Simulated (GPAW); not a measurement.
# Rh L₃-edge XANES of Rh (Rhodium, Fm-3m), part 3 of 3

Aim: the near-edge shape at the Rh L₃ edge of Rh (Rhodium, Fm-3m), and what the core hole does to it.

GPAW 26.7.0; X-ray absorption from dipole matrix elements to empty bands, plane-wave PAW PBE.

So far. Step 5 (Spectrum with XCH, Rh atom 1): Main maxima below 30 eV (height): 0.4 eV (2.71), 15.4 eV (1.23), 22.4 eV (0.93) and 29.2 eV (1.16).  Step 6 (Spectrum with FCH, Rh atom 1): Against the first run the r.m.s. difference is 2 %. The highest intensity below 24 eV goes from 0.4 eV (2.71) to 0.6 eV (2.79).

The database entry behind the starting cell differs from later determinations by our own check (an axis about 0.2 % short against later determinations), so it need not match the best structure at ambient conditions.

## Step 8: Spectrum with XCH, Rh atom 1

A test of how far the result depends on this setting.

Changed against the first core-hole run: cutoff (eV) to 300.

Input file xas.py:

```python
import numpy as np
from ase import Atoms
from ase.parallel import parprint, paropen
from gpaw import GPAW, PW, FermiDirac, Mixer, MixerDif, setup_paths
from gpaw.test import gen
setup_paths.insert(0, '.')
gen('Rh', name='fch2p', xcname='PBE', corehole=(2, 1, 1), write_xml=True)
from gpaw.mpi import world
world.barrier()

atoms = Atoms('Rh16',
    cell=[[3.7957, 3.7957, 3.7957],
     [3.7957, -3.7957, 3.7957],
     [3.7957, 3.7957, -3.7957]],
    scaled_positions=[[0, 0, 0],
     [0.25, 0, 0.25],
     [0.25, 0.25, 0],
     [0.5, 0, 0.5],
     [0.5, 0.25, 0.25],
     [0.5, 0.5, 0],
     [0, 0.25, 0.75],
     [0, 0.5, 0.5],
     [0, 0.75, 0.25],
     [0.75, 0, 0.75],
     [0.75, 0.25, 0.5],
     [0.75, 0.5, 0.25],
     [0.75, 0.75, 0],
     [0.25, 0.5, 0.75],
     [0.25, 0.75, 0.5],
     [0.5, 0.75, 0.75]],
    pbc=True)
atoms.calc = calc = GPAW(legacy_gpaw=True, mode=PW(300), xc='PBE', setups={0: 'fch2p'},
    kpts={'size': (5, 5, 5), 'gamma': True}, occupations=FermiDirac(0.1),
    charge=-1, mixer=Mixer(0.1, 5, 50), maxiter=150,
    convergence={'density': 0.0001}, txt='scf.txt')
energy = atoms.get_potential_energy() + calc.get_reference_energy()
ef = calc.get_fermi_level()
out = dict(energy=energy, fermi=ef, forces=atoms.get_forces().tolist())
parprint(f'all-electron energy {energy:.4f} eV, Fermi level {ef:.4f} eV')
ev = np.array([[calc.get_eigenvalues(k, s) for k in range(len(calc.get_ibz_k_points()))] for s in range(calc.get_number_of_spins())])
out['homo'], out['lumo'], out['counts'] = ev[ev < ef].max(), ev[ev > ef].min(), sorted(set((ev < ef).sum((0, 2)).tolist()))
out['filled'] = (ev[:, 0] < ef).sum(1).tolist()

from ase.units import Ha
from gpaw.xas import dipole_matrix_elements
nb = int(calc.get_number_of_electrons() / 2) + 213
top, nb = nb, nb + 8 + nb // 12
nscf = calc.fixed_density(kpts={'size': (5, 5, 5), 'gamma': True}, nbands=nb,
    convergence={'bands': top, 'eigenstates': 1e-5}, maxiter=60, txt='nscf.txt')
cell = atoms.cell.array
ops = [cell.T @ U.T @ np.linalg.inv(cell.T) for U in nscf.wfs.kd.symmetry.op_scc]
E = np.arange(-6, 34, 0.1)
fwhm = np.interp(E, [4, 25], [2.13, 3.5])
Y, X, zero, highest = 0, 0, 1e9, 1e9
for spin in range(nscf.get_number_of_spins()):
    wfs = nscf.wfs
    A = dipole_matrix_elements(wfs.setups[0])
    eps = np.zeros((wfs.kd.nibzkpts, nb))
    d = np.zeros((3, A.shape[1], wfs.kd.nibzkpts, nb), complex)
    for kpt in wfs.kpt_u:
        if kpt.s == spin and 0 in kpt.P_ani:
            eps[kpt.k] = kpt.eps_n * Ha
            d[:, :, kpt.k] = (kpt.weight * wfs.nspins / 2) ** 0.5 * np.inner(A, kpt.P_ani[0])
    world.sum(eps)
    world.sum(d)
    T = np.einsum('amkn,bmkn->abkn', d, d.conj()).real
    T = sum(np.einsum('ai,ijkn,bj->abkn', R, T, R) for R in ops) / len(ops)
    empty = eps > ef
    zero, highest = min(zero, eps[empty].min()), min(highest, eps[:, top - 1].min())
    lines = [(eps, T, empty)] if spin == 0 else lines + [(eps, T, empty)]
for eps, T, empty in lines:
    f = np.einsum('aakn->akn', T).reshape(3, -1)
    x = eps.ravel() - zero
    w = np.interp(x, E, fwhm) / 2.35482
    g = np.exp(-0.5 * ((E[:, None] - x) / w) ** 2) / (w * (2 * np.pi) ** 0.5)
    Y = Y + (f * empty.ravel()) @ g.T
    X = X + (f * ~empty.ravel()) @ g.T
out.update(E=E.round(2).tolist(), xas=Y.tolist(), xes=X.tolist(), zero=zero, valid=highest - zero, nk=len(eps), nb=nb)
for i in range(0, len(E), 10):
    parprint(f'{E[i]:7.2f}', *(f'{v:10.3e}' for v in Y[:, i]))
import json
with paropen('out.json', 'w') as f:
    json.dump(out, f)
```

The run is started by

```
> OMP_NUM_THREADS=1 mpirun -n 4 gpaw python xas.py
```

Numbers of over 12 decimals in the logs are rounded to 6 here.

Output:

```text
Input parameters:
  charge: -1
  convergence: {density: 0.0001}
  kpts: {gamma: True,
         size: (5, 5, 5)}
  maxiter: 150
  mixer: {backend: pulay,
          beta: 0.1,
          method: separate,
          nmaxold: 5,
          weight: 50}
  mode: {ecut: 300.0,
         name: pw}
  occupations: {fixmagmom: False,
                name: fermi-dirac,
                width: 0.1}
  setups: {0: fch2p}
  xc: PBE

[...]
*d    :     0.329641
--------------------------------

Diagonalizing with gridspacing h=0.050

state   all-electron     PAW
-------------------------------
5s:      -0.448112    -0.448351
4p:      -2.406738    -2.406896
4d:      -0.670359    -0.671209
*f:                   -0.023813
-------------------------------
all-electron energy -2079226.3023 eV, Fermi level 11.9075 eV
[...]
32.00  4.526e-06  4.526e-06  4.526e-06
  33.00  3.598e-06  3.598e-06  3.598e-06
[key lines of the parts left out:]
Converged after 20 iterations.
Dipole moment: (0.000000, 0.000000, 0.000000) |e|*Ang
Free energy:   -122.225007
Fermi level: 11.90747
```

Wall time 3.4 min (4 MPI ranks of Arm Neoverse V2, shared host); peak memory 0.35 GiB; 13 min of CPU time.

```csv
E (eV),first run,this run
-2.0,0.09,0.09
-1.0,0.84,0.83
0.0,2.41,2.40
1.0,2.43,2.43
2.0,1.26,1.27
3.0,0.82,0.82
4.0,0.71,0.71
5.0,0.64,0.64
6.0,0.55,0.55
7.0,0.52,0.52
8.0,0.63,0.64
9.0,0.79,0.79
10.0,0.79,0.78
11.0,0.83,0.82
12.0,1.00,0.99
13.0,1.17,1.16
14.0,1.22,1.22
15.0,1.23,1.23
16.0,1.22,1.22
17.0,1.10,1.11
18.0,0.89,0.90
19.0,0.69,0.69
20.0,0.63,0.63
21.0,0.76,0.76
22.0,0.91,0.91
23.0,0.90,0.91
24.0,0.76,0.76
25.0,0.64,0.64
26.0,0.68,0.68
27.0,0.85,0.86
28.0,1.05,1.06
29.0,1.16,1.16
30.0,1.12,1.13
31.0,0.97,0.97
32.0,0.78,0.77
```

Against the first run the r.m.s. difference is 0 %. The highest intensity below 24 eV goes from 0.4 eV (2.71) to 0.6 eV (2.71).

The photon energy of the zero moves by +0.10 eV.

## Step 9: What the core hole does

Both curves are counted from their own zero, so only the shift of weight within the empty states shows.

```
E (eV)  no hole   XCH
  -2.0     0.14  0.09
  -1.0     1.22  0.84
   0.0     3.47  2.41
   1.0     3.48  2.43
   2.0     1.62  1.26
   3.0     0.88  0.82
   4.0     0.72  0.71
   5.0     0.62  0.64
   6.0     0.51  0.55
   7.0     0.44  0.52
   8.0     0.55  0.63
   9.0     0.69  0.79
  10.0     0.69  0.79
  11.0     0.69  0.83
  12.0     0.82  1.00
  13.0     0.95  1.17
  14.0     1.01  1.22
  15.0     1.04  1.23
  16.0     1.04  1.22
  17.0     0.96  1.10
  18.0     0.77  0.89
  19.0     0.59  0.69
  20.0     0.53  0.63
  21.0     0.63  0.76
  22.0     0.75  0.91
  23.0     0.75  0.90
  24.0     0.63  0.76
  25.0     0.53  0.64
  26.0     0.55  0.68
  27.0     0.69  0.85
  28.0     0.85  1.05
  29.0     0.96  1.16
  30.0     0.96  1.12
  31.0     0.86  0.97
  32.0     0.72  0.78
```

With each curve scaled to its own mean, the area from −2 to 6 eV with the hole is 9.5 against 12.4, and the centre of weight from −1 to 20 eV moves by +1.4 eV (first and strongest maxima below 20 eV: 0.4 eV (3.91) and 15.6 eV (1.05) without the hole, 0.4 eV (2.71) and 15.4 eV (1.23) with it): the near-edge weight falls against the higher-lying part.

## Step 10: Results

```json
{"absorber and edge": "Rh L₃, atom 1 of the ground-state input (counted from 1)", "surroundings": "12 Rh at 2.68 Å (cuboctahedral, site symmetry m-3m)", "highest intensity below 24 eV": "0.4 eV above the zero, height 2.71"}
```

What this shows: The Rh L₃ edge of atom 1, with 12 Rh at 2.68 Å (cuboctahedral, site symmetry m-3m), has its highest intensity of the first 24 eV at 0.4 eV above the zero, 2.7 times the mean level of the first 20 eV (Gaussian full width 2.13 eV up to 4 eV, rising linearly to 3.5 eV at 25 eV). With each curve scaled to its own mean, the area from −2 to 6 eV with the hole is 9.5 against 12.4, and the centre of weight from −1 to 20 eV moves by +1.4 eV (first and strongest maxima below 20 eV: 0.4 eV (3.91) and 15.6 eV (1.05) without the hole, 0.4 eV (2.71) and 15.4 eV (1.23) with it): the near-edge weight falls against the higher-lying part. Changing the core hole to FCH alters the shape by 2 % r.m.s., so the result is insensitive to this choice. Changing the cutoff (eV) to 300 alters the shape by 0 % r.m.s., so this setting is converged. Only the L₃ part is meant: spin–orbit coupling of the core level isn't computed and the L₂ copy isn't added. The script folds with a Gaussian, whereas the core hole's own line is a Lorentzian, so the onset is too steep and the first peak too high. The structure is a published determination, not relaxed.

[Banner, clock and machine lines of the logs are left out without a mark of their own.]

[Logs are printed without paths, hosts, clocks, repeated set-up lines and the standing remarks that a program may print on its own settings, such as how far it seeks lower states.]

[Hosts, paths, dates, database ids (printed as entryN), source tags and the programs' standing remarks are cut or masked in the printed files.]

[Lists of maxima count a maximum above −3 eV only where it reaches 4 % of the highest in the window and stands out from its surroundings by 2 % of it (1.5 % where it reaches 55 %); shoulders and weaker maxima are passed over, and of the rest the first, up to two pre-edge ones and the few strongest are named.]
